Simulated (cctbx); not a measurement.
**Reading a Patterson map**

Space group P2_1/m (no. 11), a = 4.7100 Å, b = 4.3180 Å, c = 9.0410 Å, α = 90.00°, β = 101.48°, γ = 90.00°, content Pb2 Pr2 Ru2 Si2.

Simulated single-crystal data (cctbx): synchrotron X-rays, λ = 0.4959 Å, to d = 0.84 Å, 50 % of the full sphere, strongest reflection 70000 counts, noise from counting, a 3 % proportional error and a noise floor of 4 counts (s.d.); no absorption.

Patterson synthesis, origin scaled to 1000:

```text
Patterson group P 1 2/m 1
      u       v       w   height  length (A)
  0.000   0.000   0.000   1000.0     0.00
  0.272   0.000   0.703    389.5     3.19
  0.061   0.500   0.284    372.4     3.32
  0.327   0.500   0.988    281.2     2.67
  0.229   0.500   0.119    277.0     2.56
  0.441   0.000   0.891    276.6     2.47
  0.504   0.500   0.172    184.7     3.74
  0.289   0.000   0.411    179.0     3.69
  0.210   0.500   0.424    156.2     4.34
  0.213   0.500   0.757     70.1     3.37
  0.385   0.000   0.589     51.9     4.45
  0.329   0.233   0.502     48.3     5.14
  0.211   0.000   0.929     48.0     1.29
  0.341   0.222   0.932     47.1     2.07
```

Q: Assign the vectors.

A peak at u stands for all pairs with xi − xj = u, with weight Σ ZiZj against Σ Z² = 24674 at the origin. Peak heights follow these weights only roughly, since form factors, motion and series ripples differ, all vectors within 0.55 Å of a peak are counted as merged into it though the farther ones add only part of their weight, and F(000) is left out, which lowers the whole map:

| u | v | w | shortest length (Å) | height | 1000 ΣZiZj/ΣZ² | pairs in the cell |
| --- | --- | --- | --- | --- | --- | --- |
| 0.272 | 0.000 | 0.703 | 3.20 | 390 | 459 | 2 × Pb–Pr, 2 × Pr–Si |
| 0.061 | 0.500 | 0.284 | 3.32 | 372 | 392 | 2 × Pb–Pr |
| 0.327 | 0.500 | 0.988 | 2.67 | 281 | 273 | 1 × Pb–Pb |
| 0.229 | 0.500 | 0.119 | 2.55 | 277 | 292 | 2 × Pb–Ru |
| 0.441 | 0.000 | 0.891 | 2.47 | 277 | 292 | 2 × Pb–Ru |
| 0.504 | 0.500 | 0.172 | 3.35 | 185 | 210 | 2 × Pr–Ru |
| 0.289 | 0.000 | 0.411 | 3.69 | 179 | 210 | 2 × Pr–Ru |
| 0.210 | 0.500 | 0.424 | 4.34 | 156 | 234 | 1 × Pr–Pr, 2 × Pb–Si |
| 0.213 | 0.500 | 0.757 | 3.37 | 70 | 78 | 1 × Ru–Ru |
| 0.385 | 0.000 | 0.589 | 4.23 | 52 | 93 | 2 × Pb–Si |

The table stops at ten peaks or at a height of 45, below which ripples compete. In the model behind the data Pb, the heaviest element, has 1 independent site: (0.3368, 3/4, 0.5055), up to an allowed shift of origin; the Pb–Pb vectors are differences of these positions and their symmetry mates. The whole model:

| atom | mult. | x | y | z | Ueq (Å²) |
| --- | --- | --- | --- | --- | --- |
| Pb1 | 2 | 0.3368 | 3/4 | 0.5055 | 0.0031 |
| Pr1 | 2 | 0.6012 | 3/4 | 0.2071 | 0.0052 |
| Ru1 | 2 | 0.8921 | 3/4 | 0.6147 | 0.0050 |
| Si1 | 2 | 0.9613 | 3/4 | 0.9150 | 0.0077 |

The model was made for the exercise: a known structure type with other elements put in, its volume estimated, not relaxed; displacement parameters are assumed.

[Logs are printed without paths, hosts, clocks, repeated set-up lines and the standing remarks that a program may print on its own settings, such as how far it seeks lower states.]
